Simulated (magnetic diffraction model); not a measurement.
# HoBiS3 below its ordering temperature

Space group R3c (no. 161), a = 6.9740 Å, c = 18.2290 Å.

| site | atom | x | y | z |
| --- | --- | --- | --- | --- |
| 6a | Bi | 1/3 | 2/3 | 0.1757 |
| 6a | Ho | 2/3 | 1/3 | 0.0522 |
| 18b | S | 0.6340 | 0.9291 | 0.2834 |

The compound is invented for this exercise: a known structure type with other elements, its cell scaled to their sizes and not relaxed.

Only Ho is taken to order (form factors of Ho3+); orders and moment sizes are assumed, and not adapted to the symmetry. Radiation: neutrons of λ = 2.567 Å, 3° to 70°; isotropic B of 0.47 Å² (Bi), 0.62 Å² (Ho) and 0.76 Å² (S). The intensities are simulated: I ∝ L Σ (|F_N|² + |F_M⊥|²) for unpolarised neutrons, with F_M = 2.695 fm/μB × Σ f(s) S exp(2πi Q·r) exp(−B s²) at Q = H ± k (one set where k and −k are equivalent), only the part normal to Q counting and L = 1/(sin²θ cos θ). For collinear order S is the moment m, which repeats by lattice and centring translations R with the sign exp(−2πi k·R). Form factors are spin-only for 3d ions and dipole or tabulated for f ions, scattering lengths are Sears's of 1992, and absorption is left out. A label names one of the reflections at its angle. The strongest nuclear line in the range is 100, and lines under 0.2 are left out.

Above the ordering temperature:

| 2θ (°) | index | I |
| --- | --- | --- |
| 29.54 | (0 1 2) | 31.9 |
| 41.32 | (1 0 4) | 84.3 |
| 43.20 | (1 1 0) | 78.6 |
| 49.98 | (0 0 6) | 1.2 |
| 50.22 | (1 1 3) | 28.7 |
| 53.20 | (2 0 2) | 4.2 |
| 61.31 | (0 2 4) | 78.5 |
| 68.16 | (1 1 6) | 100.0 |
| 69.03 | (2 1 1) | 7.2 |

Below it (cell unchanged):

| 2θ (°) | I |
| --- | --- |
| 12.12 | 591.4 |
| 24.88 | 211.9 |
| 29.54 | 31.9 |
| 32.04 | 172.3 |
| 36.94 | 60.7 |
| 37.98 | 135.1 |
| 41.32 | 84.3 |
| 43.20 | 78.6 |
| 45.03 | 129.1 |
| 49.98 | 1.2 |
| 50.22 | 28.7 |
| 50.49 | 47.4 |
| 52.43 | 76.8 |
| 53.20 | 4.2 |
| 54.78 | 45.4 |
| 58.11 | 99.5 |
| 58.85 | 42.5 |
| 60.61 | 58.2 |
| 61.31 | 78.5 |
| 63.75 | 19.1 |
| 68.16 | 100.0 |
| 68.58 | 49.5 |
| 69.03 | 7.2 |

**Question.** Find the propagation vector, then choose among these models:
A. collinear moments along [100], 9.5 μB on Ho; signs + at (2/3, 1/3, 0.0522), − at (0, 0, 0.2189)
B. collinear moments along [101], 9.5 μB on Ho; signs + at (2/3, 1/3, 0.0522), − at (0, 0, 0.2189)
C. collinear moments along [101], 9.5 μB on Ho; signs + at (2/3, 1/3, 0.0522), + at (0, 0, 0.2189)
D. collinear moments along [100], 9.5 μB on Ho; signs + at (2/3, 1/3, 0.0522), + at (0, 0, 0.2189)

The new lines index as (0 0 3/2) at 12.12°, (0 1 1/2) at 24.88°, (1 0 5/2) at 32.04° and (0 0 9/2) at 36.94°, that is as H ± k with k = (0 0 3/2). Half indices mean that the moments reverse under translations with k·R a half-integer, and the magnetic cell has twice the primitive volume.

Magnetic intensity, observed (below minus above) and for each model:

| 2θ (°) | index | observed | A | B | C | D |
| --- | --- | --- | --- | --- | --- | --- |
| 12.12 | (0 0 3/2) | 591.4 | 591.4 | 75.5 | 75.5 | 591.4 |
| 24.88 | (0 1 1/2) | 211.9 | 211.9 | 377.6 | 377.6 | 211.9 |
| 36.94 | (0 0 9/2) | 60.7 | 60.7 | 7.8 | 7.8 | 60.7 |
| 37.98 | (0 1 7/2) | 135.1 | 135.1 | 81.2 | 81.2 | 135.1 |
| 45.03 | (1 1 3/2) | 129.1 | 129.1 | 209.8 | 209.8 | 129.1 |
| 52.43 | (1 0 11/2) | 76.8 | 76.8 | 27.3 | 27.3 | 76.8 |
| 60.61 | (0 1 13/2) | 58.2 | 58.2 | 17.3 | 17.3 | 58.2 |
| 68.58 | (1 2 1/2) | 49.5 | 49.5 | 91.9 | 91.9 | 49.5 |

Models A and D match alike on every line, so these data can't choose among them (such ties are often domains of one structure).

The structure used: k = (0 0 3/2), collinear moments along [100], 9.5 μB on Ho; signs + at (2/3, 1/3, 0.0522), + at (0, 0, 0.2189).
